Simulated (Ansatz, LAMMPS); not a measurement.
# Structural relaxation of amorphous 75SiO2-25TiO2 (mol %) (96 atoms)

Wanted: the relaxed structure of amorphous 75SiO2-25TiO2 (mol %) (96 atoms) and its electronic structure.

Calculated with Ansatz 0.2.0; Kohn-Sham DFT, PBE, PAW (set soft_2), plane waves.

Report form: the programs' logs are mostly left out.

**1. The starting structure**

The cell holds 96 atoms: 24 Si, 8 Ti and 64 O. Its edges and angles: a = 11.153 Å, b = 11.153 Å, c = 11.153 Å, α = 90.0°, β = 90.0°, γ = 90.0°. 96 atoms (24 Si, 8 Ti, 64 O) placed at random at 2.49 g/cm³, melted at 5000 K for 10 ps at fixed volume with the Morse and Coulomb pair potential with partial charges (Pedone, Malavasi, Menziani, Cormack and Segre, J. Phys. Chem. B 110, 11780 (2006)). Quenched from 5000 K to 300 K at 50 K/ps and fixed volume, held 5 ps, then minimised at fixed cell.

What the set-up can't give: The quench rate of 50 K/ps is orders of magnitude faster than experiment, which tends to freeze in extra defects. The network of bonds at the start is that of the classical potential that made the cell. Only the Γ point is sampled in the main run, in a cell whose shortest periodic width is 11 Å.

**2. How the cell was made**

A classical potential makes the cell, at a small fraction of what the same run would cost in DFT.

This step: classical MD, Morse and Coulomb pair potential with partial charges (Pedone, Malavasi, Menziani, Cormack and Segre, J. Phys. Chem. B 110, 11780 (2006)) (LAMMPS 22 Jul 2025 - Update 4).

Input file in.lmp:

```
# melt-quench of Si24Ti8O64
units metal
atom_style charge
boundary p p p
region box block 0 11.1529 0 11.1529 0 11.1529
create_box 3 box
mass 1 28.0850   # Si
mass 2 47.8670   # Ti
mass 3 15.9990   # O
create_atoms 1 random 24 40194 NULL overlap 1.5 maxtry 2000
create_atoms 2 random 8 40201 NULL overlap 1.5 maxtry 2000
create_atoms 3 random 64 40208 NULL overlap 1.5 maxtry 2000
pair_style hybrid/overlay pedone 5.5 coul/long 8.0
pair_coeff * * coul/long
pair_coeff 1 3 pedone 0.340554 2.006700 2.100000 1   # Si-O
pair_coeff 2 3 pedone 0.024235 2.254703 2.708943 1   # Ti-O
pair_coeff 3 3 pedone 0.042395 1.379316 3.618701 22   # O-O
set type 1 charge 2.4
set type 2 charge 2.4
set type 3 charge -1.2
kspace_style pppm 1.0e-4
neigh_modify delay 0 every 1 check yes
thermo_style custom step time temp pe press density
thermo_modify norm yes
timestep 0.002
thermo 100
min_style cg
minimize 1e-4 1e-4 200 2000
reset_timestep 0
velocity all create 5000 40195 mom yes dist gaussian
fix lim all nve/limit 0.05
fix lan all langevin 5000 5000 0.2 40196 zero yes
thermo 500
run 1000 post no
# [... 10 lines left out ...]
thermo 1250
fix md all nvt temp 300 300 0.2
run 2500 post no
unfix md
thermo 100
min_style cg
minimize 0 1e-3 2000 20000
write_dump all custom glass.dump id type xs ys zs modify sort id
```

Command:

```bash
$ lmp -in in.lmp -log none -nocite
```

The job ended after 22 s (1 thread of Intel Xeon Platinum 8488C (Sapphire Rapids), shared host; peak memory 0.071 GiB).

**3. Single point at the start**

The forces at the start show how far the geometry lies from a minimum of this functional.

Input file input.yaml:

```yaml
crystal:
  lattice:
    - [11.1529, 0.0, 0.0]
    - [0.0, 11.1529, 0.0]
    - [0.0, 0.0, 11.1529]
  atoms:
    - { symbol: Si, position: [0.53936, 0.82795, 0.21711] }
    - { symbol: Si, position: [0.96825, 0.92693, 0.13823] }
    - { symbol: Si, position: [0.31831, 0.96411, 0.30245] }
    - { symbol: Si, position: [0.80159, 0.64462, 0.73514] }
    - { symbol: Si, position: [0.7077, 0.64223, 0.35182] }
    - { symbol: Si, position: [0.07165, 0.91463, 0.3934] }
    - { symbol: Si, position: [0.35309, 0.11093, 0.96772] }
    - { symbol: Si, position: [0.60999, 0.06557, 0.09389] }
    - { symbol: Si, position: [0.00849, 0.49124, 0.11332] }
    - { symbol: Si, position: [0.6687, 0.15751, 0.35182] }
    - { symbol: Si, position: [0.58547, 0.99272, 0.57224] }
    - { symbol: Si, position: [0.22141, 0.89357, 0.03974] }
    - { symbol: Si, position: [0.92918, 0.16175, 0.45996] }
    - { symbol: Si, position: [0.27994, 0.6163, 0.73207] }
    - { symbol: Si, position: [0.03571, 0.42808, 0.39551] }
    - { symbol: Si, position: [0.80979, 0.13228, 0.90387] }
    - { symbol: Si, position: [0.2421, 0.20828, 0.20754] }
    - { symbol: Si, position: [0.23989, 0.61364, 0.01353] }
    - { symbol: Si, position: [0.53874, 0.71774, 0.97733] }
    - { symbol: Si, position: [0.53472, 0.43644, 0.94048] }
    - { symbol: Si, position: [0.393, 0.42722, 0.15068] }
    - { symbol: Si, position: [0.93952, 0.68113, 0.49233] }
    - { symbol: Si, position: [0.53208, 0.75363, 0.71169] }
    - { symbol: Si, position: [0.85758, 0.01281, 0.6753] }
    - { symbol: Ti, position: [0.6949, 0.40127, 0.18035] }
    - { symbol: Ti, position: [0.70966, 0.3644, 0.74388] }
    - { symbol: Ti, position: [0.28468, 0.3841, 0.54354] }
    - { symbol: Ti, position: [0.33122, 0.1103, 0.68401] }
    - { symbol: Ti, position: [0.58961, 0.41296, 0.47172] }
    - { symbol: Ti, position: [0.96145, 0.21781, 0.1219] }
    - { symbol: Ti, position: [0.12025, 0.8652, 0.66137] }
    - { symbol: Ti, position: [0.83425, 0.69981, 0.01068] }
    - { symbol: O, position: [0.51894, 0.79583, 0.85604] }
    - { symbol: O, position: [0.11105, 0.57609, 0.06009] }
    - { symbol: O, position: [0.641, 0.56521, 0.45611] }
    - { symbol: O, position: [0.67699, 0.71027, 0.01067] }
    - { symbol: O, position: [0.76054, 0.23807, 0.81959] }
    - { symbol: O, position: [0.10172, 0.20173, 0.22267] }
    - { symbol: O, position: [0.26545, 0.58345, 0.87284] }
    - { symbol: O, position: [0.23855, 0.75687, 0.01262] }
    - { symbol: O, position: [0.35018, 0.1596, 0.83579] }
    - { symbol: O, position: [0.83266, 0.02447, 0.8136] }
    - { symbol: O, position: [0.67322, 0.35051, 0.59214] }
    - { symbol: O, position: [0.4138, 0.67115, 0.69914] }
    - { symbol: O, position: [0.01962, 0.47186, 0.2587] }
    - { symbol: O, position: [0.96959, 0.29976, 0.434] }
    - { symbol: O, position: [0.01705, 0.04216, 0.43373] }
    - { symbol: O, position: [0.72633, 0.98377, 0.61694] }
    - { symbol: O, position: [0.48224, 0.09261, 0.03092] }
    - { symbol: O, position: [0.80582, 0.13906, 0.38905] }
    - { symbol: O, position: [0.32479, 0.5467, 0.11133] }
    - { symbol: O, position: [0.79057, 0.50211, 0.75387] }
    - { symbol: O, position: [0.64285, 0.30244, 0.36495] }
    - { symbol: O, position: [0.92781, 0.17008, 0.96798] }
    - { symbol: O, position: [0.47882, 0.76105, 0.10138] }
    - { symbol: O, position: [0.25917, 0.50164, 0.65099] }
    - { symbol: O, position: [0.17106, 0.40686, 0.4346] }
    - { symbol: O, position: [0.73844, 0.53402, 0.26156] }
    - { symbol: O, position: [0.88214, 0.67944, 0.62238] }
    - { symbol: O, position: [0.08128, 0.9284, 0.04455] }
    - { symbol: O, position: [0.48249, 0.07051, 0.63897] }
    - { symbol: O, position: [0.21629, 0.92322, 0.39728] }
    - { symbol: O, position: [0.43466, 0.40424, 0.49324] }
    - { symbol: O, position: [0.82376, 0.30208, 0.17443] }
    - { symbol: O, position: [0.62231, 0.73968, 0.2918] }
    - { symbol: O, position: [0.53846, 0.85663, 0.60928] }
    - { symbol: O, position: [0.43074, 0.37272, 0.01581] }
    - { symbol: O, position: [0.18543, 0.72764, 0.70174] }
    - { symbol: O, position: [0.02695, 0.3614, 0.06454] }
    - { symbol: O, position: [0.29582, 0.97471, 0.95084] }
    - { symbol: O, position: [0.92054, 0.05615, 0.16367] }
    - { symbol: O, position: [0.60976, 0.93233, 0.14739] }
    - { symbol: O, position: [0.88251, 0.82634, 0.09087] }
    - { symbol: O, position: [0.30872, 0.33448, 0.21697] }
    - { symbol: O, position: [0.2787, 0.23473, 0.59975] }
    - { symbol: O, position: [0.89869, 0.13414, 0.6015] }
    - { symbol: O, position: [0.22776, 0.9831, 0.66824] }
    - { symbol: O, position: [0.66281, 0.6901, 0.71576] }
    [... 12 atom lines left out ...]
    - { symbol: O, position: [0.70913, 0.09468, 0.99913] }
    - { symbol: O, position: [0.52195, 0.4421, 0.21032] }
    - { symbol: O, position: [0.85948, 0.70171, 0.85291] }
    - { symbol: O, position: [0.26878, 0.16647, 0.06973] }
    - { symbol: O, position: [0.26742, 0.9242, 0.17288] }
    - { symbol: O, position: [0.62484, 0.14079, 0.21607] }
kpoints:
  mp_grid: { grid: [1, 1, 1] }
hamiltonian:
  xc: pbe
scf:
  occupations: { method: fermi_dirac, width: 0.025 }
output:
  forces: true
```

Command:

```bash
$ ansatz run input.yaml --threads 4 --pin off --max-ram 8192MiB --backend cpu --events-out ev --progress --plain --runs-dir out
```

Elapsed: 12 s, on 4 threads of Intel Xeon Platinum 8488C (Sapphire Rapids), shared host; peak memory 1.8 GiB.

Numbers from this run:

```
free energy            : -71673.1916 eV
free energy per atom   : -746.5957 eV/atom
SCF cycles             : 12
r.m.s. force component : 0.8325 eV/Å
longest force          : 3.605 eV/Å
Fermi energy           : 3.667 eV
```

The r.m.s. force component of 0.83 eV/Å sets the starting point.

Neighbours are counted within 2.08 Å (O-Si), 2.64 Å (O-Ti).

Length of the force by element and coordination:

```csv
element,coordination,atoms,mean length of the force (eV/Å),spread,least,most
O,all,64,1.13,0.436,0.344,2.49
O,2,62,1.14,0.437,0.344,2.49
O,3,2,0.744,0.0382,0.706,0.782
Si,all,24,1.79,0.861,0.538,3.61
Ti,all,8,1.14,0.354,0.605,1.58
Ti,4,6,1.14,0.362,0.605,1.58
Ti,5,2,1.14,0.330,0.805,1.46
```

**4. Cell and atoms relaxed**

Cell and atoms are freed together, to release stress as well as forces.

Changes to input.yaml since step 3:

```diff
@@ -15 +15,5 @@
   forces: true
+relax:
+  f_tol: 0.04
+  max_steps: 250
+  cell: {}
```

Elapsed: 4 min, on 4 threads; peak memory 1.9 GiB.

Step by step:

```csv
step,energy less that of the first step (eV),largest force component (eV/Å),pressure (GPa),volume (Å³)
1,0.0000,3.0129,6.32,1387.28
2,-2.6150,2.0508,2.60,1420.57
3,-4.1958,0.7287,-0.68,1437.55
4,-4.6462,0.7151,0.12,1416.39
5,-4.8625,0.7119,-0.06,1413.70
6,-4.9967,0.2541,-0.05,1411.13
7,-5.0935,0.4326,-0.30,1409.45
8,-5.2395,0.2370,-0.07,1404.28
9,-5.2665,0.4381,-0.33,1400.62
10,-5.2989,0.2272,0.00,1406.08
11,-5.3383,0.1383,0.07,1401.41
12,-5.3338,0.0849,-0.01,1404.21
13,-5.3406,0.0232,0.01,1403.24
14*,-5.5393,0.0217,0.24,1403.24
15,-5.5465,0.0673,0.05,1407.49
16,-5.5419,0.0745,0.02,1409.75
17,-5.5404,0.0330,-0.02,1410.62
18*,-5.5621,0.0331,-0.02,1410.62
19,-5.5628,0.0299,0.00,1410.77
20*,-5.5621,0.0299,0.00,1410.77
```

Relaxation steps marked * repeat the geometry before them on a plane-wave basis chosen anew for their cell, so energy and pressure can jump there.

```csv
cell as run,before,after,change
a (Å),11.153,11.464,+2.8 %
b (Å),11.153,11.057,-0.9 %
c (Å),11.153,11.190,+0.3 %
α (°),90.00,84.24,-6.4 %
β (°),90.00,90.53,+0.6 %
γ (°),90.00,88.76,-1.4 %
volume (Å³/atom),14.45,14.70,+1.7 %
```

The atoms that moved most (Å, as changes of fractional coordinates times the final cell):

```csv
atom,dx,dy,dz,length
O43,-1.045,-0.099,-0.039,1.050
O54,-0.494,0.851,-0.178,0.999
O63,-0.315,0.676,-0.310,0.808
O71,0.098,0.057,-0.674,0.683
O37,-0.561,-0.211,-0.322,0.681
Ti26,-0.612,0.005,-0.168,0.634
O95,-0.163,-0.586,0.082,0.614
O92,-0.178,-0.260,0.487,0.580
```

The relaxation changed the energy by -57.9 meV/atom, and atoms moved by 0.37 Å r.m.s., 1.1 Å at most.

**5. Distances and neighbours after relaxation**

Bonds before and after, by the cutoffs listed below:

```csv
pair,bonds before,bonds after,mean before (Å),mean after (Å),spread before (Å),spread after (Å)
O-Si,96,96,1.615,1.636,0.032,0.021
O-Ti,34,35,1.840,1.885,0.140,0.153
```

Density 2.45 g/cm³, 14.70 Å³ an atom.

g(r), total and by pair (bins of 0.2 Å):

```csv
r (Å),total,O-O,O-Si,O-Ti,Si-Si,Si-Ti,Ti-Ti
1.50,0.15,0.00,0.44,0.00,0.00,0.00,0.00
1.70,4.54,0.00,12.70,2.79,0.00,0.00,0.00
1.90,0.78,0.00,0.00,7.06,0.00,0.00,0.00
2.10,0.08,0.00,0.00,0.75,0.00,0.00,0.00
2.30,0.02,0.00,0.00,0.19,0.00,0.00,0.00
2.50,0.54,1.18,0.00,0.19,0.00,0.00,0.00
2.70,2.13,4.68,0.00,0.44,0.00,0.00,0.00
2.90,0.84,1.51,0.05,0.00,2.02,0.67,0.00
3.10,0.77,0.62,0.38,0.12,4.45,1.81,0.00
3.30,0.82,0.81,0.57,0.40,1.12,3.19,3.23
3.50,0.78,0.52,1.19,0.71,0.00,1.20,4.28
3.70,0.80,0.62,1.18,0.97,0.14,0.22,1.26
3.90,1.06,0.58,1.94,1.00,0.64,0.19,0.00
4.10,1.22,0.67,1.97,1.69,0.69,0.88,0.00
4.30,1.33,0.84,1.82,1.89,1.79,0.47,0.92
4.50,0.98,1.00,0.67,1.61,1.06,1.30,0.88
4.70,0.91,1.07,0.73,0.89,0.61,1.08,0.81
4.90,1.13,1.57,0.64,0.91,1.23,0.85,0.76
5.10,1.11,1.46,0.71,0.68,1.20,1.81,0.00
5.30,1.04,1.24,0.73,0.90,1.46,1.14,1.24
```

Bonds by pair of elements; cutoffs follow the first minimum of g(r), held within bounds set by covalent radii, and pairs that aren't listed don't count as bonded:

```csv
pair A-B,cutoff (Å),bonds,mean length (Å),spread (Å),shortest (Å),B about A,A about B
O-Si,2.08,96,1.64,0.021,1.59,1.5,4
O-Ti,2.64,35,1.89,0.153,1.76,0.547,4.38
```

How many atoms have how many bonded neighbours:

```csv
element,mean,2,3,4,5,6
O,2.05,61,3,0,0,0
Si,4,0,0,24,0,0
Ti,4.38,0,1,4,2,1
```

Bond angles, per cent of each kind in bins of 5°:

```csv
angle (°),O-Si-O,O-Ti-O,Si-O-Si,Si-O-Ti
60–65,0.0,1.6,0.0,0.0
65–70,0.0,0.0,0.0,0.0
70–75,0.0,1.6,0.0,0.0
75–80,0.0,1.6,0.0,0.0
80–85,0.0,1.6,0.0,0.0
85–90,0.0,14.5,0.0,3.9
90–95,0.0,4.8,0.0,0.0
95–100,2.1,6.5,0.0,0.0
100–105,16.0,12.9,0.0,3.9
105–110,37.5,27.4,0.0,0.0
110–115,31.9,6.5,0.0,0.0
115–120,10.4,8.1,2.7,0.0
120–125,2.1,1.6,2.7,7.7
125–130,0.0,0.0,5.4,11.5
130–135,0.0,0.0,18.9,7.7
135–140,0.0,0.0,18.9,15.4
140–145,0.0,0.0,13.5,15.4
145–150,0.0,1.6,5.4,11.5
150–155,0.0,6.5,8.1,7.7
155–160,0.0,1.6,8.1,11.5
160–165,0.0,1.6,8.1,0.0
165–170,0.0,0.0,5.4,0.0
170–175,0.0,0.0,2.7,3.9
```

Bond angles (no mean is given where the spread exceeds 20°):

```csv
angle,count,mean (°),spread (°)
O-Si-O,144,109,4.7
O-Ti-O,62,-,-
Si-O-Si,37,144,13.1
Si-O-Ti,26,138,17.4
Ti-O-Ti,7,-,-
```

Oxygen atoms by the number of network formers (Si, P, Ge, B, Al, As, Ga) bound to them:

```csv
network formers bound to O,O atoms,per cent
0,5,7.8
1,22,34.4
2,37,57.8
```

Network units: each former by its oxygen neighbours and how many of them bridge to another former:

```csv
former,O neighbours,bridging O,atoms
Si,4,2,7
Si,4,3,8
Si,4,4,9
```

Bond length by coordination (bonds to H left out):

```csv
element,coordination,atoms,mean bond length (Å)
O,2,61,1.68
O,3,3,1.97
Ti,3,1,1.80
Ti,4,4,1.82
Ti,5,2,1.91
Ti,6,1,2.06
```

Rings of the network by King's shortest-path rule, up to 12 atoms, one path for each pair of neighbours; H, halogens, alkali and alkaline-earth atoms are left out, and the last column divides by all other atoms, bonded or not:

```csv
ring size (atoms),rings,per network atom
4,2,0.021
6,4,0.042
8,7,0.073
10,19,0.198
12,24,0.25
```

First main peaks of g(r), for some of the pairs, lie near 2.7 Å (O-O), 1.6 Å (O-Si), 1.8 Å (O-Ti), 3.1 Å (Si-Si), 3.3 Å (Si-Ti) and 3.5 Å (Ti-Ti). With the cutoffs above, 95 % of O atoms have 2, all Si atoms have 4 and 50 % of Ti atoms have 4 bonded neighbours. The O-Si-O angle averages 109° with a spread of 5°. Counting bonds to Si alone, not to Ti, 58 % of the oxygens join two of these atoms and 34 % one; 8 % join none. The commonest Si unit has 4 oxygens, 4 of them shared with other formers (9 of 24 atoms). Rings of 12 atoms are the most common (43 % of those counted); sizes run from 4 to 12, where the search stops.

(Part 1 of 3 ends here.)

[Logs are printed without paths, hosts, clocks, repeated set-up lines and the standing remarks that a program may print on its own settings, such as how far it seeks lower states.]

[Hosts, paths, dates, database ids (printed as entryN), source tags and the programs' standing remarks are cut or masked in the printed files.]
